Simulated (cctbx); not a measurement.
# What is wrong with this refinement?

Cell a = 12.2100 Å, b = 12.2100 Å, c = 12.2100 Å, α = 90.00°, β = 90.00°, γ = 90.00°; space group Fd-3m (no. 227, origin choice 1). The compound is Tb2Pd2S6O.

Simulated single-crystal data (cctbx): Ga Kα, λ = 1.3414 Å, to d = 0.83 Å, 70 % of the full sphere, strongest reflection 20000 counts, noise from counting, a 3 % proportional error and a noise floor of 8 counts (s.d.); no absorption.

An anisotropic refinement with weights 1/σ² prints:

```text
Rint 0.034, 105 unique reflections to 0.83 A
cycle     R1     wR2    GooF  max shift (A)
   1  0.2799  0.6001  33.015   0.00530
   3  0.1243  0.3413  18.777   0.00035
final R1 0.1244 wR2 0.3413 GooF 18.777  parameters 9  data/parameter 11.7
atom        x        y        z      Ueq    occ   su(xyz)  su(Uiso or U11)
Pd1    0.12500  0.62500  0.12500  -0.0023  1.000  0.00000  0.0023  NPD
Tb1    0.12500  0.12500  0.12500   0.0303  1.000  0.00000  0.0033
S1     0.00000  0.00000  0.21108   0.0276  1.000  0.00204  0.0077
O1     0.00000  0.00000  0.50000   0.0452  1.000  0.00000  0.0439
difference map: max 13.13 min -3.31 rms 1.22
Q1    0.1250  0.1250  0.6250   16   13.67  0.00 A from Pd1
Q2    0.0000  0.0000  0.5000    8    4.71  0.00 A from O1
Q3    0.0000  0.0000  0.2097   48    4.24  0.02 A from S1
Q4    0.0561  0.0561  0.5561   32    3.86  1.19 A from O1
Q5    0.0581  0.1250  0.1919   96    2.12  1.15 A from Tb1
Q6    0.0341  0.0341  0.6455   96    1.39  1.59 A from Pd1
```

Q: Accept it or mend it, and why?

Mend it. The fault: elements exchanged: Tb1 is Pd and Pd1 is Tb. Against the right model at the same level, R1 goes from 0.0091 to 0.1244 and GooF from 1.01 to 18.78, U of Pd1 shrinks from 0.0176 to -0.0023 Å², U of Tb1 swells from 0.0144 to 0.0303 Å², the top difference peak, 13.7 e/Å³, lies on Pd1 and Pd1 goes non-positive-definite. Tb1 has 19 electrons too many and its U swells to shed them, as expected; Pd1 has 19 electrons too few and its U shrinks to make up, as expected.

The compound is Tb2Pd2S6O. The right model at the same level gives:

```text
Rint 0.034, 105 unique reflections to 0.83 A
cycle     R1     wR2    GooF  max shift (A)
   1  0.0159  0.0414   2.275   0.00445
   2  0.0091  0.0184   1.014   0.00000
final R1 0.0091 wR2 0.0184 GooF 1.014  parameters 9  data/parameter 11.7
atom        x        y        z      Ueq    occ   su(xyz)  su(Uiso or U11)
Tb1    0.12500  0.62500  0.12500   0.0176  1.000  0.00000  0.0001
Pd1    0.12500  0.12500  0.12500   0.0144  1.000  0.00000  0.0001
S1     0.00000  0.00000  0.21169   0.0231  1.000  0.00009  0.0003
O1     0.00000  0.00000  0.50000   0.0173  1.000  0.00000  0.0013
difference map: max 0.39 min -0.49 rms 0.10
Q1    0.0595  0.0595  0.9405   32    0.44  2.12 A from S1
Q2    0.0196  0.0196  0.3679   96    0.33  1.65 A from O1
Q3    0.0279  0.0279  0.8460   96    0.26  0.85 A from S1
Q4    0.0650  0.1691  0.3309   96    0.26  1.43 A from S1
Q5    0.0638  0.0638  0.4362   32    0.25  1.35 A from O1
Q6    0.0957  0.0957  0.4043   32    0.24  2.02 A from O1
```

The model is made up (kin elements in a known structure type, no relaxation), so it says nothing on whether the phase exists.

[Middle refinement cycles are left out of these outputs.]

[Logs are printed without paths, hosts, clocks, repeated set-up lines and the standing remarks that a program may print on its own settings, such as how far it seeks lower states.]
